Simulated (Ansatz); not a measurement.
## Work function of Ni(111): what the settings cost and change: run, setting PBE, Ansatz PAW (420 eV)

Ansatz 0.2.0; plane-wave DFT, PBE, Ansatz PAW.

A work function rests on the faint tail of the density, so the SCF threshold is tight. PBE on the default files comes first; the next runs keep the geometry and change functional or files, each at the cutoff that its files recommend; a relaxation and, for heavy metals, spin-orbit coupling close the ladder.

File input.yaml:

```yaml
crystal:
  lattice:
    - [2.4890158698, 0.0, 0.0]
    - [1.2445079349, 2.1555509736, 0.0]
    - [0.0, 0.0, 30.1936376853]
  atoms:
    - { symbol: Ni, position: [0.0, 0.0, 0.2980760415], spin: 0.7 }
    - { symbol: Ni, position: [0.3333333333, 0.3333333333, 0.3653840277], spin: 0.7 }
    - { symbol: Ni, position: [0.6666666667, 0.6666666667, 0.4326920138], spin: 0.7 }
    - { symbol: Ni, position: [0.0, 0.0, 0.5], spin: 0.7 }
    - { symbol: Ni, position: [0.3333333333, 0.3333333333, 0.5673079862], spin: 0.7 }
    - { symbol: Ni, position: [0.6666666667, 0.6666666667, 0.6346159723], spin: 0.7 }
    - { symbol: Ni, position: [0.0, 0.0, 0.7019239585], spin: 0.7 }
magnetization:
  spin_polarized: true
kpoints:
  mp_grid: { grid: [19, 19, 1] }
hamiltonian:
  xc: pbe
scf:
  occupations: { method: fermi_dirac, width: 0.1 }
  convergence: { dr2_threshold: 1.0e-09 }
efield:
  axis: 3
  dipole_correction: true
  ramp_position: 0.97
  ramp_width: 0.06
output:
  write_potential: true
  write_density: true
  volumetric_format: npy
  elf: true
```

Run with:

```sh
$ ansatz run input.yaml --threads 4 --pin off --max-ram 6144MiB --backend cpu --events-out ev --progress --plain --runs-dir out
```

Before running it: what should come out for the work function, upper face; and electron's electrostatic potential energy less the Fermi level against z?

In the vacuum the potential turns flat, and its height over the Fermi level, 5.07 eV, is the work function of the face beside that plateau.

ELF in the ca plane at fractional y = 0.000, with atoms of Ni within 0.2 Å of it. It is the smooth field of the valence electrons, not physical close to the nuclei.

Valence density in the ca plane at fractional y = 0.000, with atoms of Ni within 0.2 Å of it.

Read from the output:

```
total moment              : 4.552 μB
site moments              : 0.7106, 0.7088, 0.6679, 0.6588, 0.6679, 0.7088, 0.7106 μB
work function, upper face : 5.066 eV
```

Running mean over 2.032 Å of the planar mean; the ramp of the sawtooth is left out. Table of electron's electrostatic potential energy less the Fermi level by z:

```csv
z (Å),electron's electrostatic potential energy less the Fermi level (eV)
4,5.07
5,5.06
6,5.02
7,4.38
8,-3.19
9,-10.1
10,-10.3
11,-10.4
12,-10.4
13,-10.4
14,-10.4
15,-10.4
16,-10.4
17,-10.4
18,-10.4
19,-10.4
20,-10.3
21,-10.2
22,-5.52
23,3.90
24,4.98
25,5.06
26,5.07
```

Site moment by atom:

```csv
atom,site moment (μB)
Ni1,0.711
Ni2,0.709
Ni3,0.668
Ni4,0.659
Ni5,0.668
Ni6,0.709
Ni7,0.711
```

Spin density in the ca plane at fractional y = 0.000, with atoms of Ni within 0.2 Å of it.

Values in e/Å³, 5 rows by 16 columns, each cell a mean:
```
0.0 0.0 0.0 0.0 0.1 0.5 0.0 0.0 0.0 0.0 0.1 0.6 0.0 0.0 0.0 0.0
0.0 0.0 0.0 0.0 0.0 0.0 0.0 0.0 0.0 0.0 0.0 0.0 0.0 0.0 0.0 0.0
0.0 0.0 0.0 0.0 0.0 0.0 0.0 0.0 0.0 0.0 0.0 0.0 0.0 0.0 0.0 0.0
0.0 0.0 0.0 0.0 0.0 0.1 0.0 0.0 0.0 0.0 0.0 0.1 0.0 0.0 0.0 0.0
0.0 0.0 0.0 0.0 0.2 1.0 0.0 0.0 0.0 0.0 0.2 1.2 0.0 0.0 0.0 0.0
```
Columns run along c (16.0 Å, from fractional 0.34 to 0.87 of the cell), rows up along a (2.5 Å). Atoms in or near the plane, at fractional coordinates: Ni at (0.50, 0.00), Ni at (0.70, 0.00).

Ten even steps from '0' (0.00) to '9' (0.65), each cell a mean:
```
34333333344336853343333333443477421100000000
33222332223334432332233322233344322110000000
32232332322332223322223323223223232210000000
32332332332333334223323223323333443210000000
32332332332333333323323223223323333210000000
32222332223323332322223322233333322110000000
34333333334335642343333333343466421100000000
34443333444248963344433344443489521100000000
```
Columns run along c (16.0 Å, from fractional 0.34 to 0.87 of the cell), rows up along a (2.5 Å). Atoms in or near the plane, at fractional coordinates: Ni at (0.50, 0.00), Ni at (0.70, 0.00).

Values in e/Å³, 5 rows by 16 columns, each cell a mean:
```
 0  0  0  0  3 12  0  0  0  0  2 14  0  0  0  0
 0  1  0  1  0  1  0  1  0  1  0  1  0  0  0  0
 1  1  1  1  0  0  0  1  0  1  0  0  0  0  0  0
 0  0  0  0  1  3  0  0  0  0  1  3  0  0  0  0
 0  0  0  0  6 22  0  0  0  0  3 24  0  0  0  0
```
Columns run along c (16.0 Å, from fractional 0.34 to 0.87 of the cell), rows up along a (2.5 Å). Atoms in or near the plane, at fractional coordinates: Ni at (0.50, 0.00), Ni at (0.70, 0.00).

[Long decimals in the printed logs are rounded to 6 places.]

[Logs are printed without paths, hosts, clocks, repeated set-up lines and the standing remarks that a program may print on its own settings, such as how far it seeks lower states.]

[Hosts, paths, dates, database ids (printed as entryN), source tags and the programs' standing remarks are cut or masked in the printed files.]

[Maps of the electrostatic potential energy from Ansatz leave out the sawtooth potential of an applied field or a dipole correction, so their vacuum need not be flat; planar profiles and work functions include it.]
